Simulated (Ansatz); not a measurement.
# How fast states decay through SrTe2H2, part 2 of 2

Aim: relax a made-up compound, SrTe2H2, and see how good a tunnel barrier it would be. It is built by putting Te for O, Sr for Ca in the CaH2O2 structure of space group C2, with the volume rescaled by atomic radii. The parent structure comes from the Materials Project.

Ansatz 0.2.0; PBEsol DFT, plane waves, PAW files (the session's first sound run).

So far, decay constant at the filling level, slowest listed point (Å⁻¹): step 4 (complex bands, plane (001), k-mesh 6×6×4) 0.190; step 5 (plane (100), k-mesh 4×6×6) 0.209.

The structure was built from a prototype and need not be the compound's stable phase.

**7. Complex bands at another level**

This step: LDA DFT, plane waves, PAW files; complex bands by layer matching along the plane's normal (Ansatz 0.2.0).

The complex bands at that level, over its own gap, at (0, 0) and (-0.5, -0.5).

File input.yaml:

```yaml
crystal:
  lattice:
    - [4.770747103, 0.0, 0.0]
    - [2.385373552, 4.73141805, 0.0]
    - [0.0, -2.174999192, 6.444017972]
  atoms:
    - { symbol: Sr, position: [0.9755880845, 0.0, 0.0] }
    - { symbol: H, position: [0.5699790695, 0.4840263084, 0.5425341908] }
    - { symbol: H, position: [0.0540053779, 0.5159736916, 0.4574658092] }
    - { symbol: Te, position: [0.7188737125, 0.516587043, 0.7702416216] }
    - { symbol: Te, position: [0.2354607555, 0.483412957, 0.2297583784] }
kpoints:
  mp_grid: { grid: [6, 6, 4] }
scf:
  occupations: { method: fixed }
hamiltonian:
  xc: lda
output:
  eigenvalues: true
  transmission:
    leads: [[0, 0]]
    kpoints: [[0.0, 0.0], [-0.5, -0.5]]
    e_range: [-1.0, 3.04]
    de: 0.07
```

The run is started by

```
$ ansatz run input.yaml --threads 2 --pin off --max-ram 4096MiB --backend cpu --events-out ev --progress --plain --runs-dir out
```

The job ended after 35 s (2 threads of Arm Neoverse V2, shared host; peak memory 0.58 GiB).

Numbers from this step:

```
level to which the leads are filled                       : 1.020 eV from the Fermi level
decay constant at the filling level, zone centre          : 0.2220 Å⁻¹
decay constant at the filling level, slowest listed point : 0.1876 Å⁻¹
```

K parallel (0, 0); values up to 1.5 1/Å, a degenerate pair printed once or twice; energies at which all values exceed this have no row. Table of Im kz of the slowest decaying states by energy, zero at the highest filled level on the SCF mesh:

| energy (eV) | decay 1 (Å⁻¹) | decay 2 (Å⁻¹) | decay 3 (Å⁻¹) | decay 4 (Å⁻¹) |
| --- | --- | --- | --- | --- |
| -1.00 | 0.0905 | 0.478 | 1.00 | 1.14 |
| -0.79 | 0.435 | 0.979 | 1.12 | - |
| -0.58 | 0.0825 | 0.442 | 0.958 | 1.10 |
| -0.37 | 0.109 | 0.430 | 0.488 | 0.937 |
| -0.23 | 0.136 | 0.483 | 0.501 | 0.922 |
| -0.02 | 0.147 | 0.511 | 0.526 | 0.900 |
| 0.19 | 0.158 | 0.514 | 0.549 | 0.878 |
| 0.40 | 0.189 | 0.510 | 0.561 | 0.856 |
| 0.61 | 0.207 | 0.503 | 0.567 | 0.833 |
| 0.82 | 0.218 | 0.491 | 0.567 | 0.809 |
| 0.96 | 0.221 | 0.481 | 0.564 | 0.793 |
| 1.17 | 0.222 | 0.463 | 0.557 | 0.769 |
| 1.38 | 0.218 | 0.440 | 0.545 | 0.743 |
| 1.59 | 0.209 | 0.413 | 0.530 | 0.718 |
| 1.80 | 0.195 | 0.381 | 0.509 | 0.691 |
| 2.01 | 0.174 | 0.341 | 0.483 | 0.664 |
| 2.22 | 0.141 | 0.290 | 0.448 | 0.637 |
| 2.36 | 0.105 | 0.247 | 0.419 | 0.618 |
| 2.57 | 0.160 | 0.360 | 0.590 | 0.707 |
| 2.78 | 0.0852 | 0.258 | 0.562 | 0.669 |
| 2.99 | 0.166 | 0.533 | 0.628 | - |

K parallel (-0.5, -0.5); values up to 1.5 1/Å, a degenerate pair printed once or twice; energies at which all values exceed this have no row. The Im kz of the slowest decaying states by energy, zero at the highest filled level on the SCF mesh:

| energy (eV) | decay 1 (Å⁻¹) | decay 2 (Å⁻¹) | decay 3 (Å⁻¹) | decay 4 (Å⁻¹) |
| --- | --- | --- | --- | --- |
| -1.0000 | 0.169 | 0.723 | 0.890 | 1.24 |
| -0.7200 | 0.103 | 0.702 | 0.797 | 1.22 |
| -0.5100 | 0.0529 | 0.168 | 0.648 | 0.811 |
| -0.2300 | 0.135 | 0.212 | 0.626 | 0.836 |
| -0.0200 | 0.162 | 0.234 | 0.617 | 0.839 |
| 0.2600 | 0.182 | 0.253 | 0.602 | 0.833 |
| 0.4700 | 0.190 | 0.262 | 0.588 | 0.825 |
| 0.7500 | 0.193 | 0.269 | 0.566 | 0.811 |
| 1.0300 | 0.188 | 0.270 | 0.538 | 0.793 |
| 1.2400 | 0.178 | 0.268 | 0.514 | 0.777 |
| 1.5200 | 0.156 | 0.261 | 0.477 | 0.755 |
| 1.7300 | 0.128 | 0.251 | 0.446 | 0.736 |
| 2.0100 | 0.0432 | 0.233 | 0.398 | 0.709 |
| 2.2200 | 0.215 | 0.358 | 0.687 | 0.947 |
| 2.5000 | 0.178 | 0.299 | 0.655 | 0.913 |
| 2.7800 | 0.116 | 0.235 | 0.620 | 0.878 |

At the listed wavevectors the last open channel is at -0.02 eV and the next at +2.08 eV on the grid. At +1.03 eV, the grid energy nearest the filling level (the middle of the gap on the SCF mesh), the slowest state at the listed wavevectors decays with κ = 0.188 Å⁻¹, its amplitude falling by e over 5.3 Å; the first such run, plane (001), gave 0.190 Å⁻¹ over as many of its listed wavevectors.

**8. The same cell, other settings**

This step: PBEsol DFT, plane waves, PAW files; complex bands by layer matching along the plane's normal; changed: scf.n_extra_bands = 0, scf.occupations = {"method": "fermi_dirac", "width": 0.3}, scf.max_iter = 50 (Ansatz 0.2.0).

This run repeats an earlier one, its twin (the complex run, plane (001)), with four settings changed (scf.occupations.method, scf.occupations.width, scf.n_extra_bands, scf.max_iter; files written aside). The setting was drawn as a possible misstep, on purpose. Where the input is shown as a difference, that is against the step before, not the twin.

Changes to input.yaml since step 7:

```diff
@@ -14,5 +14,7 @@
 scf:
-  occupations: { method: fixed }
+  occupations: { method: fermi_dirac, width: 0.3 }
+  n_extra_bands: 0
+  max_iter: 50
 hamiltonian:
-  xc: lda
+  xc: pbesol
 output:
@@ -21,4 +23,4 @@
     leads: [[0, 0]]
-    kpoints: [[0.0, 0.0], [-0.5, -0.5]]
-    e_range: [-1.0, 3.04]
+    kpoints: [[0.0, 0.0], [-0.5, -0.5], [0.5, 0.0]]
+    e_range: [-1.0, 3.08]
     de: 0.07
```

The job ended after 0.1 s (2 threads; peak memory 0.087 GiB).

The program refused the input before any cycle.

The program's message: “Error: inconsistent input (scf.n_extra_bands, scf.occupations.method): n_bands = 22 leaves no empty band above the 22 bands per channel that the deck's 44 electrons occupy, and the occupations search …”

The change that led to it: scf.n_extra_bands = 0 and scf.occupations = {"method": "fermi_dirac", "width": 0.3}.

**9. What came out**

* band gap: 2.08 eV
* least decay constant at mid-gap, normal to (001): 0.190 Å⁻¹
* least decay constant at mid-gap, normal to (100): 0.209 Å⁻¹
* least decay constant, LDA: 0.188 Å⁻¹

In words: With PBEsol, the slowest decay at the wavevectors tried is κ = 0.190 Å⁻¹, normal to (001). Through such a film the transmission near mid-gap falls as exp(−2κd), a factor of ten every 6.1 Å. The directions tried decay at nearly the same rate. A free electron under a barrier of half the gap would need a mass of 0.13 mₑ to decay at this rate. The slowest decay isn't at the zone centre. With LDA the gap goes from 2.08 to 2.04 eV and the decay constant, over the first 2 listed wavevectors, from 0.190 to 0.188 Å⁻¹. The compound is made up by substitution; its stability against other phases and against distortions of the cell's symmetry was not tested. A semilocal functional narrows gaps, while spin-orbit coupling, left out here, narrows them in compounds of heavy elements, so the error in κ can go either way.

[Logs are printed without paths, hosts, clocks, repeated set-up lines and the standing remarks that a program may print on its own settings, such as how far it seeks lower states.]

[Hosts, paths, dates, database ids (printed as entryN), source tags and the programs' standing remarks are cut or masked in the printed files.]
